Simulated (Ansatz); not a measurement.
## Cl-SnSn-Cl chair monolayer in a perpendicular field

What dipole does a perpendicular field induce in the Cl-SnSn-Cl chair monolayer? A positive field points along +c.

Calculated with Ansatz 0.2.0; plane-wave DFT, PBE-D3(BJ), Ansatz PAW (set soft_1); PAW set soft_1.

## 1. The structure

The cell holds 4 atoms: 2 Cl and 2 Sn. Its edges and angles: a = 4.587 Å, b = 4.587 Å, c = 42.447 Å, α = 90.0°, β = 90.0°, γ = 120.0°. Vacuum lies along c.

## 2. Relaxation

The starting cell is a guess, so the in-plane lattice and the atoms are relaxed first, with the slab cut off from its images along the normal.

Contents of input.yaml:

```yaml
crystal:
  lattice:
    - [4.587, 0.0, 0.0]
    - [-2.2935, 3.9724585272, 0.0]
    - [0.0, 0.0, 42.4466666658]
  atoms:
    - { symbol: Cl, position: [0.6666666667, 0.3333333333, 0.4323072091] }
    - { symbol: Sn, position: [0.6666666667, 0.3333333333, 0.4890843411] }
    - { symbol: Sn, position: [0.3333333333, 0.6666666667, 0.5109156589] }
    - { symbol: Cl, position: [0.3333333333, 0.6666666667, 0.5676927909] }
  periodic: [true, true, false]
kpoints:
  mp_grid: { grid: [12, 12, 1] }
hamiltonian:
  xc: pbe
  dispersion: d3bj
  pseudopotentials: { kind: paw, azcp: { folder: soft_1 } }
scf:
  occupations: { method: fermi_dirac, width: 0.05 }
  convergence: { dr2_threshold: 1.0e-09 }
relax:
  f_tol: 0.004
  max_steps: 90
  cell: {}
output:
  write_potential: true
  write_density: true
  volumetric_format: npy
```

The run is started by

```console
ansatz run input.yaml --threads 2 --pin off --max-ram 3072MiB --backend cpu --events-out ev --progress --plain --runs-dir out
```

Numbers of over 12 decimals in the logs are rounded to 6 here.

What it wrote:

```text
Warning: relax.cell: scf.convergence.dr2_threshold = 1e-9 eV is looser than the 1.61317960664e-10 eV advised for a relaxation that steers and ends on the stress (1e-10 eV for each atom of the cell: 4, times the square of relax.cell.stress_2d_tol = 0.05 N/m over 15.7 Å (the atoms' height at the walk's start and 5 Å past either face), 3.175e-2 GPa, over a crystal's default 0.05). What an SCF threshold leaves in a stress goes as its square root, and in the free energy as the threshold itself, and one threshold admits the most on a small cell: [figures from the program's tests cut] Set scf.convergence.dr2_threshold to 1.61317960664e-10 eV or tighter. [rest of the remark cut]
Engine: ansatz 0.2.0, x86_64-unknown-linux-gnu
Pseudopotentials: kind: paw
Pseudopotential: Cl, paw, valence charge 7, recommended cutoff 420 eV (normal), soft_1/Cl.paw.azcp
Pseudopotential: Sn, paw, valence charge 14, recommended cutoff 420 eV (normal), soft_1/Sn.paw.azcp
Functional definition: PBE
  parameter kappa = 0.804
  parameter beta = 0.066725
  exchange = pbe_x(kappa = kappa, mu = beta*pi^2/3)
  correlation = pbe_c(beta = beta)
Crystal: 4 atoms, lattice volume = 773.449 Å³
Basis set: ecut = 420 eV, 15255 PW (Γ), exchange–correlation on 64×64×576 points (8 copies of the dense FFT grid, shifted against one another)
Bands: 26, of which v1, the nominal top of the filled ones, is band 21 counted from 1 (20 counted from 0)
Symmetry: 12 space group operations
Space group: P-3m1 (ITA 164), of the structure as read, at distance tolerance 9.2e-5 Å
k-points: 19 of 144
Non-local potential: Cl, projectors of the file, l = 0: 2, l = 1: 2, l = 2: 1
Non-local potential: Sn, projectors of the file, l = 0: 2, l = 1: 2, l = 2: 2, l = 3: 1
PAW form: soft (Blöchl's): semilocal exchange-correlation on the pseudo side does not see the compensation charge
PAW one-centre angular grid: Cl, 110 points (default); XC on 64 Gauss nodes
PAW one-centre angular grid: Sn, 590 points (default); XC on 64 Gauss nodes
Initial density: superposition of atomic densities (neutral atoms: chi_scale 0, normalization atom)
Initial wavefunctions: pseudopotential atomic-orbital guess
Functional: x = pbe(κ = 0.804, μ = 0.219515), c = pbe(β = 0.066725)
SCF iter   1: F=—  HF=-14210.871208 eV  |F-HF|=—  |Δ(HF+E_count)|=         —  Δρ=1.20e-2  dr2=2.41e0  ethr=3.10e-3  ⟨swp⟩=13.1  Hψ=3555  notcnv=0
preconditioner: auto → LDOS  [insulator: Δε(μ)=0.460 eV  Ē_g=7.814 eV  σ=0.050 eV  W_gap=0.68  n_scr=64 (ndim 8)  ℏωp=5.7 eV  f_vac=0.791  D(μ)=0.21/eV (n_scr^D=2)  ε∞_Penn≈1.5  β→1.0]
SCF iter   2: F=—  HF=-14211.964378 eV  |F-HF|=—  |Δ(HF+E_count)|=    1.09e0  Δρ=1.80e-2  dr2=8.39e0  ethr=3.10e-3  ⟨swp⟩=7.7  Hψ=1768  notcnv=0  defer=5  recentre
SCF iter   3: F=—  HF=-14210.367009 eV  |F-HF|=—  |Δ(HF+E_count)|=    1.60e0  Δρ=4.54e-3  dr2=4.41e-1  ethr=3.10e-3  ⟨swp⟩=6.1  Hψ=1505  notcnv=0  defer=7
SCF iter   4: F=—  HF=-14210.275039 eV  |F-HF|=—  |Δ(HF+E_count)|=   9.20e-2  Δρ=6.55e-4  dr2=4.26e-3  ethr=1.05e-3  ⟨swp⟩=4.1  Hψ=1016  notcnv=0  defer=6
SCF iter   5: F=—  HF=-14210.273774 eV  |F-HF|=—  |Δ(HF+E_count)|=   1.26e-3  Δρ=1.28e-4  dr2=1.86e-4  ethr=1.01e-5  ⟨swp⟩=3.8  Hψ=1272  notcnv=0  defer=6
SCF iter   6: F=—  HF=-14210.273799 eV  |F-HF|=—  |Δ(HF+E_count)|=   2.47e-5  Δρ=3.77e-5  dr2=1.59e-5  ethr=4.44e-7  ⟨swp⟩=3.5  Hψ=1092  notcnv=0  defer=6
SCF iter   7: F=—  HF=-14210.273784 eV  |F-HF|=—  |Δ(HF+E_count)|=   1.50e-5  Δρ=1.06e-5  dr2=1.47e-6  ethr=3.79e-8  ⟨swp⟩=2.8  Hψ=976  notcnv=0  defer=6
SCF iter   8: F=—  HF=-14210.273917 eV  |F-HF|=—  |Δ(HF+E_count)|=   1.33e-4  Δρ=2.77e-6  dr2=5.75e-8  ethr=3.50e-9  ⟨swp⟩=3.7  Hψ=1187  notcnv=0  defer=6
SCF iter   9: F=—  HF=-14210.273917 eV  |F-HF|=—  |Δ(HF+E_count)|=   1.92e-7  Δρ=6.82e-7  dr2=7.39e-9  ethr=1.37e-10  ⟨swp⟩=3.5  Hψ=1062  notcnv=0  defer=6
SCF iter  10: F=-14210.273917 eV  HF=-14210.273917 eV  |F-HF|=2.43e-9  |Δ(HF+E_count)|=   2.43e-9  Δρ=1.34e-7  dr2=8.50e-11  ethr=2.38e-12  ⟨swp⟩=12.6  Hψ=3942  notcnv=0
SCF 1 converged in 10 iterations: F = -14210.273917 eV  dr2 = 8.50e-11
  greatest PAW one-centre occupation: 0.991 electrons in one spin orbital (limit 2), on the Sn atom at site 2 (counted from 0), in its partial waves of l = 2
relax step   1: F+E_penalty+E_count = -14210.27391744 eV  Δ(F+E_penalty+E_count) = +0.000e0 eV  max|allowed force component| = 6.635e-1 eV/Å  Δτ_max = 0.0000 Å  P = +1.706 N/m  Ω = 773.449 Å³  fix = [c, alpha, beta]  reactions: c +0.000 N/m  (10 SCF iters, accepted)
Crystal: 4 atoms, lattice volume = 799.513 Å³
Basis set: ecut = 420 eV, 15675 PW (Γ), exchange–correlation on 64×64×576 points (8 copies of the dense FFT grid, shifted against one another)
Initial density: handed on by an earlier stage of this run
Initial wavefunctions: those handed on with the density
iter 1 solved again at ethr=3.22e-4 eV; its pass at ethr=3.10e-3 eV (dr2=1.35e-1 eV) is discarded
SCF iter   1: F=—  HF=-14210.386608 eV  |F-HF|=—  |Δ(HF+E_count)|=         —  Δρ=4.51e-3  dr2=1.43e-1  ethr=3.22e-4  ⟨swp⟩=3.1  Hψ=4084  notcnv=0
preconditioner: auto → LDOS  [insulator: Δε(μ)=0.878 eV  Ē_g=7.478 eV  σ=0.050 eV  W_gap=0.69  n_scr=76 (ndim 8)  ℏωp=5.6 eV  f_vac=0.805  D(μ)=0.22/eV (n_scr^D=2)  ε∞_Penn≈1.6  β→1.0]
SCF iter   2: F=—  HF=-14210.419932 eV  |F-HF|=—  |Δ(HF+E_count)|=   3.33e-2  Δρ=3.44e-3  dr2=2.09e-1  ethr=3.22e-4  ⟨swp⟩=5.8  Hψ=1506  notcnv=0
SCF iter   3: F=—  HF=-14210.355608 eV  |F-HF|=—  |Δ(HF+E_count)|=   6.43e-2  Δρ=6.79e-4  dr2=5.47e-3  ethr=3.22e-4  ⟨swp⟩=5.2  Hψ=1145  notcnv=0  defer=1
SCF iter   4: F=—  HF=-14210.354866 eV  |F-HF|=—  |Δ(HF+E_count)|=   7.42e-4  Δρ=2.44e-4  dr2=8.48e-4  ethr=1.30e-5  ⟨swp⟩=3.7  Hψ=1144  notcnv=0  defer=1
SCF iter   5: F=—  HF=-14210.354616 eV  |F-HF|=—  |Δ(HF+E_count)|=   2.50e-4  Δρ=3.68e-5  dr2=7.01e-6  ethr=2.02e-6  ⟨swp⟩=3.3  Hψ=1044  notcnv=0  defer=3
SCF iter   6: F=—  HF=-14210.354656 eV  |F-HF|=—  |Δ(HF+E_count)|=   3.95e-5  Δρ=1.12e-5  dr2=1.17e-6  ethr=1.67e-8  ⟨swp⟩=3.5  Hψ=1268  notcnv=0  defer=3
SCF iter   7: F=—  HF=-14210.354793 eV  |F-HF|=—  |Δ(HF+E_count)|=   1.37e-4  Δρ=3.49e-6  dr2=6.11e-8  ethr=2.78e-9  ⟨swp⟩=2.4  Hψ=953  notcnv=0  defer=3
SCF iter   8: F=—  HF=-14210.354793 eV  |F-HF|=—  |Δ(HF+E_count)|=   1.58e-7  Δρ=6.43e-7  dr2=4.47e-9  ethr=1.46e-10  ⟨swp⟩=3.0  Hψ=1078  notcnv=0  defer=3
SCF iter   9: F=-14210.354793 eV  HF=-14210.354793 eV  |F-HF|=2.16e-9  |Δ(HF+E_count)|=   3.87e-9  Δρ=1.32e-7  dr2=1.66e-10  ethr=2.38e-12  ⟨swp⟩=13.0  Hψ=4262  notcnv=0
SCF 2 converged in 9 iterations: F = -14210.354793 eV  dr2 = 1.66e-10
[...]
SCF iter   3: F=—  HF=-14210.420953 eV  |F-HF|=—  |Δ(HF+E_count)|=   4.84e-3  Δρ=2.15e-4  dr2=7.27e-4  ethr=2.69e-5  ⟨swp⟩=3.8  Hψ=1181  notcnv=0
SCF iter   4: F=—  HF=-14210.420848 eV  |F-HF|=—  |Δ(HF+E_count)|=   1.05e-4  Δρ=5.85e-5  dr2=4.33e-5  ethr=1.73e-6  ⟨swp⟩=3.3  Hψ=848  notcnv=0
SCF iter   5: F=—  HF=-14210.420845 eV  |F-HF|=—  |Δ(HF+E_count)|=   2.88e-6  Δρ=1.12e-5  dr2=7.66e-7  ethr=1.03e-7  ⟨swp⟩=3.4  Hψ=1023  notcnv=0
SCF iter   6: F=—  HF=-14210.420981 eV  |F-HF|=—  |Δ(HF+E_count)|=   1.36e-4  Δρ=3.47e-6  dr2=8.48e-8  ethr=1.82e-9  ⟨swp⟩=3.1  Hψ=1142  notcnv=0
SCF iter   7: F=—  HF=-14210.420982 eV  |F-HF|=—  |Δ(HF+E_count)|=   4.19e-7  Δρ=9.38e-7  dr2=4.53e-9  ethr=2.02e-10  ⟨swp⟩=3.0  Hψ=1051  notcnv=0
SCF iter   8: F=-14210.420982 eV  HF=-14210.420982 eV  |F-HF|=1.53e-9  |Δ(HF+E_count)|=   9.90e-8  Δρ=1.11e-7  dr2=1.24e-10  ethr=2.38e-12  ⟨swp⟩=12.8  Hψ=4181  notcnv=0
SCF 3 converged in 8 iterations: F = -14210.420982 eV  dr2 = 1.24e-10
relax step   3: F+E_penalty+E_count = -14210.42098189 eV  Δ(F+E_penalty+E_count) = -6.619e-2 eV  max|allowed force component| = 1.373e-1 eV/Å  Δτ_max = 0.0473 Å  P = +0.960 N/m  Ω = 820.195 Å³  energy of the carried Pulay correction = -3.083e-4 eV  fix = [c, alpha, beta]  reactions: c +0.000 N/m  (8 SCF iters, accepted)
[...]
relax step   4: F+E_penalty+E_count = -14210.44774505 eV  Δ(F+E_penalty+E_count) = -2.676e-2 eV  max|allowed force component| = 1.196e-1 eV/Å  Δτ_max = 0.0051 Å  P = +0.272 N/m  Ω = 849.277 Å³  energy of the carried Pulay correction = -4.912e-4 eV  fix = [c, alpha, beta]  reactions: c +0.000 N/m  (8 SCF iters, accepted)
[...]
relax step   5: F+E_penalty+E_count = -14210.45292486 eV  Δ(F+E_penalty+E_count) = -5.180e-3 eV  max|allowed force component| = 4.553e-3 eV/Å  Δτ_max = 0.0220 Å  P = +0.037 N/m  Ω = 866.163 Å³  energy of the carried Pulay correction = -5.945e-4 eV  fix = [c, alpha, beta]  reactions: c +0.000 N/m  (7 SCF iters, accepted)
[...]
relax step   6: F+E_penalty+E_count = -14210.45296495 eV  Δ(F+E_penalty+E_count) = -4.010e-5 eV  max|allowed force component| = 5.304e-4 eV/Å  Δτ_max = 0.0002 Å  P = +0.004 N/m  Ω = 867.820 Å³  energy of the carried Pulay correction = -6.045e-4 eV  fix = [c, alpha, beta]  reactions: c +0.000 N/m  (6 SCF iters, accepted)
Basis set: ecut = 420 eV, 16863 PW (Γ), exchange–correlation on 72×72×576 points (8 copies of the dense FFT grid, shifted against one another)
Initial wavefunctions: pseudopotential atomic-orbital guess (no wavefunctions were taken with the density)
iter 1 solved again at ethr=1.11e-6 eV; its pass at ethr=3.10e-3 eV (dr2=4.67e-4 eV) is discarded
SCF iter   1: F=—  HF=-14210.452336 eV  |F-HF|=—  |Δ(HF+E_count)|=         —  Δρ=4.84e-5  dr2=2.07e-6  ethr=1.11e-6  ⟨swp⟩=5.0  Hψ=5749  notcnv=0
preconditioner: auto → LDOS  [insulator: Δε(μ)=0.605 eV  Ē_g=7.132 eV  σ=0.050 eV  W_gap=0.72  n_scr=76 (ndim 8)  ℏωp=5.3 eV  f_vac=0.806  D(μ)=0.23/eV (n_scr^D=2)  ε∞_Penn≈1.6  β→1.0]
SCF iter   2: F=—  HF=-14210.453686 eV  |F-HF|=—  |Δ(HF+E_count)|=   1.35e-3  Δρ=1.19e-5  dr2=1.16e-6  ethr=4.93e-9  ⟨swp⟩=3.8  Hψ=1345  notcnv=0
SCF iter   3: F=—  HF=-14210.453675 eV  |F-HF|=—  |Δ(HF+E_count)|=   1.09e-5  Δρ=3.57e-6  dr2=1.05e-7  ethr=2.77e-9  ⟨swp⟩=2.3  Hψ=933  notcnv=0
SCF iter   4: F=—  HF=-14210.453684 eV  |F-HF|=—  |Δ(HF+E_count)|=   9.19e-6  Δρ=9.36e-7  dr2=8.82e-9  ethr=2.49e-10  ⟨swp⟩=3.6  Hψ=1128  notcnv=0
SCF iter   5: F=-14210.453685 eV  HF=-14210.453685 eV  |F-HF|=1.40e-7  |Δ(HF+E_count)|=   1.01e-6  Δρ=1.79e-7  dr2=2.09e-10  ethr=2.38e-12  ⟨swp⟩=16.2  Hψ=5275  notcnv=0
SCF 7 converged in 5 iterations: F = -14210.453685 eV  dr2 = 2.09e-10
relax step   7: F+E_penalty+E_count = -14210.45368543 eV  Δ(F+E_penalty+E_count) = -7.205e-4 eV  max|allowed force component| = 4.947e-4 eV/Å  Δτ_max = 0.0000 Å  P = +0.006 N/m  Ω = 867.820 Å³  fix = [c, alpha, beta]  reactions: c +0.000 N/m  stress off target by 5.86e-3 N/m on what of the cell is left free  SCF on the basis re-selected at this cell (its energy is not comparable with the rows above)  (5 SCF iters)
basis re-selected at this cell: Δ(F+E_penalty+E_count) = -7.205e-4 eV, ΔP = +0.002 N/m vs the last step (what re-selecting the basis moved, of the pressure what is left beyond the Pulay correction that the steps carried, after the strain that the cell walked since its last selection, with what the two solves' SCF thresholds leave and, on support functions, any second-order correction that the steps lacked; it is no measure of the basis error at this ecutwfc). The dense FFT grid was sized anew with the basis: this SCF ran on 36×36×288 points, the steps before it on 32×32×288, so part of this shift can come from that change (see relax.cell in the input reference). [rest of the remark cut]
WARN: The output density's exchange-correlation potential varies sharply where the density is thin. Do not read a vacuum level from v_tot or v_xc, or from such a field of the output density. On a cell that repeats whose density bears no net charge and no dipole along the vacuum's axis use v_es (v_loc + v_h of the components); under efield.dipole_correction with no amplitude use v_es + v_field, which holds any externa [...]
SCF converged after 5 iterations
Free energy (F): -14210.453685 eV
Harris-Foulkes:  -14210.453685 eV  (|F-HF|=1.40e-7)
Internal energy: -14210.451683 eV  (E = F + TS)
E sigma→0 (E₀):  -14210.452684 eV
Entropy (-TS):   -0.002003 eV (-0.501 meV/atom)
Fermi energy:    -6.362140 eV
--- Per-component energies (eV) ---
  E_band       = -812.777071
  E_kinetic    = 638.520451
  E_local      = -71681.236678  (includes V_loc(G=0)·N_el)
  E_nonlocal   = 352.531492
  E_hartree    = 35460.847238
  E_xc         = -464.243831
  E_vxc        = -390.081807  (∫ρ·V_xc dr)
  E_paw        = -10057.954569  (= ΣΔE_a)
  E_vpaw       = -654.207771  (= ΣTr[D̂ρ^β])
  E_aug_tail   = 0.000795  (compensation charges beyond the density's cutoff)
  E_ewald      = 31541.608920
  E_disp       = -0.525499  (pairwise vdW)
  E_smearing   = -0.002003  (= −TS)
  E_closure    = -0.000000  (closes the sum)
  Σ components = -14210.453685   (vs F -14210.453685, Δ=0.00e0)
--- Forces (eV/Å), atoms counted from 1 ---
  atom   1  Cl     0.00000000    -0.00000000     0.00049469
  atom   2  Sn     0.00000000    -0.00000000     0.00024640
  atom   3  Sn    -0.00000000     0.00000000    -0.00024640
  atom   4  Cl    -0.00000000     0.00000000    -0.00049469
  max |Σ_I F_I| component: 1.85e-17 eV/Å
--- 2D stress c σ (N/m, compression-positive) ---
        0.005857      -0.000000      -0.000000
       -0.000000       0.005857       0.000000
       -0.000000       0.000000       0.000000
  P = ½ c Tr σ = 0.0059 N/m
--- Band table (eV; the first three rows and the last of 19) ---
  k-point 0: bands = [... 17 lower, -8.5315, -8.5315, -6.8664, -6.4094, -6.4094, -4.5023, -3.1510, -3.1510, ... 1 higher]
  k-point 1: bands = [... 17 lower, -8.5441, -8.5339, -7.4001, -6.4923, -5.8041, -4.4537, -3.1733, -2.9567, ... 1 higher]
  k-point 2: bands = [... 17 lower, -8.5775, -8.5417, -7.8934, -6.6827, -5.2049, -4.3151, -3.0199, -2.4424, ... 1 higher]
  k-point 18: bands = [... 17 lower, -8.7418, -8.5140, -8.5140, -7.7596, -2.9887, -2.9887, -2.0516, -2.0516, ... 1 higher]
  the weakly bound empty levels are not read free of the cell's end (no_gap_told)
--- Relaxed structure (6 steps of the walk, 6 accepted, 1 SCFs on fresh bases) ---
  F+E_penalty+E_count = -14210.45368543 eV   max|allowed force component| = 4.947e-4 eV/Å   (the final SCF, on the basis selected at the relaxed cell)
  cell:  # Å, volume = 867.8199 Å³
    - [4.858785, 0.0, 0]
    - [-2.429393, 4.207831, 0]
    - [0, 0, 42.4466666658]
  atoms:
    - { symbol: Cl, position: [0.666667, 0.333333, 0.436089] }
    - { symbol: Sn, position: [0.666667, 0.333333, 0.491947] }
    - { symbol: Sn, position: [0.333333, 0.666667, 0.508053] }
    - { symbol: Cl, position: [0.333333, 0.666667, 0.563911] }
```

Elapsed: 1.7 min, on 2 threads of Intel Xeon Platinum 8259CL at 2.50GHz (Skylake/Cascade Lake), shared host; peak memory 1.1 GiB.

Step by step:

```csv
step,energy less that of the first step (eV),largest force component (eV/Å),volume (Å³)
1,0.0000,0.6635,773.45
2,-0.0809,0.3190,799.51
3,-0.1471,0.1373,820.20
4,-0.1738,0.1196,849.28
5,-0.1790,0.0046,866.16
6,-0.1790,0.0005,867.82
7*,-0.1798,0.0005,867.82
```

Relaxation steps marked * repeat the geometry before them on a plane-wave basis chosen anew for their cell, so energy and pressure can jump there.

The run keeps the 12 symmetry operations that it works with, so distortions that break them were not tested.

```csv
cell as run,before,after,change
a (Å),4.587,4.859,+5.9 %
b (Å),4.587,4.859,+5.9 %
```

The atoms that moved most (Å, along periodic axes as changes of fractional coordinates times the final cell, across vacuum about the mean position):

```csv
atom,dx,dy,dz,length
Cl4,0.000,0.000,-0.161,0.161
Cl1,0.000,0.000,0.161,0.161
Sn2,0.000,0.000,0.122,0.122
Sn3,0.000,0.000,-0.122,0.122
```

Final coordinates:

```xyz
4
Lattice="4.8588 0.0000 0.0000 -2.4294 4.2078 0.0000 0.0000 0.0000 42.4467" Properties=species:S:1:pos:R:3
Cl    2.4294    1.4026   18.5105
Sn    2.4294    1.4026   20.8815
Sn    0.0000    2.8052   21.5651
Cl    0.0000    2.8052   23.9361
```

This step gave:

| Item | Value |
| --- | --- |
| energy at zero smearing | -14210.4527 eV |

The lattice constant a goes from 4.587 to 4.859 Å.

(Part 1 of 2 ends here.)

[Logs are printed without paths, hosts, clocks, repeated set-up lines and the standing remarks that a program may print on its own settings, such as how far it seeks lower states.]

[Hosts, paths, dates, database ids (printed as entryN), source tags and the programs' standing remarks are cut or masked in the printed files.]

[Maps of the electrostatic potential energy from Ansatz leave out the sawtooth potential of an applied field or a dipole correction, so their vacuum need not be flat; planar profiles and work functions include it.]
